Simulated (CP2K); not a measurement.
Ethyl formate has these distinct C atoms: C1 (bonded to C and 3 H), C2 (bonded to C, O and 2 H) and C4 (bonded to 2 O and H).

```xyz
11

C    -1.5872    0.2527    0.2743
C    -0.2321   -0.4084    0.1378
O     0.7140    0.6083   -0.3318
C     1.9952    0.2023   -0.4651
O     2.4152   -0.9156   -0.2427
H    -2.3244   -0.4889    0.6109
H    -1.5615    1.0683    1.0085
H    -1.9283    0.6617   -0.6856
H    -0.2390   -1.2326   -0.5881
H     0.1393   -0.8034    1.0929
H     2.6088    1.0556   -0.8111
```

Their partial C K spectra (CP2K XAS_TDP, all-electron GAPW, PBEh(45%), aug-cc-pVDZ, TDA, GW2X-corrected core level, no relativity) are given in random order, each times the number of alike atoms.

Gaussian full width 0.5 eV, oscillator strength per eV, alike atoms added, rows of zeros left out:

| E (eV) | curve 1 | curve 2 | curve 3 |
| --- | --- | --- | --- |
| 289.75 | 0.000 | 0.002 | 0.000 |
| 290.00 | 0.000 | 0.032 | 0.003 |
| 290.25 | 0.000 | 0.118 | 0.011 |
| 290.50 | 0.000 | 0.110 | 0.009 |
| 290.75 | 0.000 | 0.026 | 0.019 |
| 291.00 | 0.001 | 0.002 | 0.064 |
| 291.25 | 0.014 | 0.000 | 0.061 |
| 291.50 | 0.074 | 0.000 | 0.020 |
| 291.75 | 0.103 | 0.000 | 0.005 |
| 292.00 | 0.056 | 0.000 | 0.006 |
| 292.25 | 0.025 | 0.000 | 0.011 |
| 292.50 | 0.018 | 0.000 | 0.013 |
| 292.75 | 0.032 | 0.000 | 0.010 |
| 293.00 | 0.020 | 0.000 | 0.007 |
| 293.25 | 0.005 | 0.000 | 0.023 |
| 293.50 | 0.003 | 0.000 | 0.057 |
| 293.75 | 0.008 | 0.000 | 0.053 |
| 294.00 | 0.015 | 0.000 | 0.020 |
| 294.25 | 0.017 | 0.001 | 0.019 |
| 294.50 | 0.020 | 0.010 | 0.039 |
| 294.75 | 0.037 | 0.029 | 0.033 |
| 295.00 | 0.065 | 0.021 | 0.017 |
| 295.25 | 0.046 | 0.005 | 0.012 |
| 295.50 | 0.021 | 0.003 | 0.013 |
| 295.75 | 0.007 | 0.004 | 0.009 |
| 296.00 | 0.003 | 0.010 | 0.005 |
| 296.25 | 0.005 | 0.011 | 0.003 |
| 296.50 | 0.008 | 0.006 | 0.002 |
| 296.75 | 0.017 | 0.011 | 0.001 |
| 297.00 | 0.031 | 0.020 | 0.000 |
| 297.25 | 0.025 | 0.015 | 0.003 |
| 297.50 | 0.011 | 0.017 | 0.009 |
| 297.75 | 0.004 | 0.021 | 0.009 |
| 298.00 | 0.002 | 0.018 | 0.006 |
| 298.25 | 0.001 | 0.013 | 0.006 |

Q: Which curve belongs to which atom?

Curve 1: C2 (bonded to C, O and 2 H), leading line at 291.67 eV (f = 0.055 an atom), ionisation energy 294.10 eV, term value 2.43 eV. Curve 2: C4 (bonded to 2 O and H), leading line at 290.36 eV (f = 0.073 an atom), ionisation energy 296.82 eV, term value 6.46 eV. Curve 3: C1 (bonded to C and 3 H), leading line at 291.10 eV (f = 0.020 an atom), ionisation energy 292.53 eV, term value 1.43 eV. The leading line of an atom is its first one with 35 % of the strongest within 2.5 eV of its lowest line over the strength cut. A line lies at the core ionisation energy, which rises as an atom loses charge to its neighbours or to a π system, less the term value, which is large for a low π* or σ* orbital with weight on that atom.

[Banner, clock and machine lines of the logs are left out without a mark of their own.]

[Logs are printed without paths, hosts, clocks, repeated set-up lines and the standing remarks that a program may print on its own settings, such as how far it seeks lower states.]

[Hosts, paths, dates, database ids (printed as entryN), source tags and the programs' standing remarks are cut or masked in the printed files.]
